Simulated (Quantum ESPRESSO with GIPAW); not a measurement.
# Strain and the 15N shielding in Si3N4

GIPAW runs (PBEsol, plane-wave PAW from pslibrary 1.0.0 recipes, cutoffs 55 and 340 Ry, one 4×4×10 mesh for all shielding runs; Quantum ESPRESSO with GIPAW, a patched development version; no spin-orbit coupling, no macroscopic shape term) on Si3N4, space group P6_3/m before straining. The cell below is strained in the basal plane, with the c axis held, and the atoms are relaxed in pw.x at each strain, zero included.

```
Si N
1.0
     7.59500    0.00000    0.00000
    -3.79750    6.57746    0.00000
     0.00000    0.00000    2.90230
Si N
6 8
Direct
  0.17322 0.40637 0.82561
  0.40637 0.23315 0.32561
  0.23315 0.82678 0.82561
  0.82678 0.59363 0.32561
  0.59363 0.76685 0.82561
  0.76685 0.17322 0.32561
  0.66667 0.33333 0.32570
  0.33333 0.66667 0.82570
  0.32982 0.30085 0.82562
  0.30085 0.97103 0.32562
  0.97103 0.67018 0.82562
  0.67018 0.69915 0.32562
  0.69915 0.02897 0.82562
  0.02897 0.32982 0.32562
```

The cell is an entry of the Crystallography Open Database; it need not be the form that is stable at ambient conditions.

The bonds are those of N(1) (atom 7; bound to Si3). One row is withheld.

```csv
strain (%),mean bond (Å),σ_iso Si (ppm),σ_iso N(1) (ppm),σ_iso N(2) (ppm),span N(1) (ppm)
-2,1.7005,376.92,121.35,135.95,34.1
-1.5,1.7071,?,?,?,?
-1,1.7138,375.62,117.56,134.77,36.9
0,1.7271,374.36,113.13,133.23,40.0
+0.5,1.7343,373.78,110.47,132.32,41.5
+1,1.7407,373.11,108.04,131.32,43.4
+2,1.7550,371.86,102.16,129.03,47.1
```

**Task.** Fit σ_iso of N(1) against strain, judge whether a straight line is enough, and predict the withheld row at -1.5 %.

1. With n = 6: Σx = 0.500, Σy = 672.71, Σx² = 10.2500, Σxy = 7.335.

2. Slope b = (nΣxy − ΣxΣy)/(nΣx² − (Σx)²) = -4.77 ppm per %, intercept a = (Σy − bΣx)/n = 112.52 ppm.

3. Residuals (run less line), in the order of the table: -0.71, +0.27, +0.61, +0.34, +0.30, -0.81 ppm. They bend in one sense; the largest is 4.2 % of the range of σ, so a quadratic term is needed: σ = 113.08 − 4.797 x − 0.329 x², with residuals of 0.13 ppm or less.

4. At -1.5 % (inside the fitted range) the line gives 119.68 ppm and the parabola 119.53 ppm.

5. The run gives:

```csv
strain (%),mean bond (Å),σ_iso Si (ppm),σ_iso N(1) (ppm),σ_iso N(2) (ppm),span N(1) (ppm)
-1.5,1.7071,376.26,119.53,135.41,35.5
```

Prediction less run: the line misses by +0.15 ppm, the parabola hits it to the digits shown. By the parabola, a strain of +1 % changes σ of N(1) by -5.13 ppm and one of −1 % by +4.47 ppm; the mean slope is -4.77 ppm per %, or 3.5 ppm for 0.01 Å of mean bond length. The shift moves the opposite way, scaled by the slope of a reference line. Over the table σ of Si goes from 376.92 to 371.86 ppm. Over the table σ of N(2) goes from 135.95 to 129.03 ppm. Zero strain is the database's lattice with relaxed atoms, not this functional's rest cell, and neither cutoff nor mesh was tested for the slopes. The omitted shape term, common to all sites, changes with strain too. This build of gipaw.x prints that it is not audited and that its numbers are no references by themselves. The relaxations ran on cheaper settings and stop at small residual forces, which adds noise that small residuals can't be told from.

[Banner, clock, file and message-heading lines were taken out of the pw.x and gipaw.x logs.]

[Logs are printed without paths, hosts, clocks, repeated set-up lines and the standing remarks that a program may print on its own settings, such as how far it seeks lower states.]

[Hosts, paths, dates, database ids (printed as entryN), source tags and the programs' standing remarks are cut or masked in the printed files.]
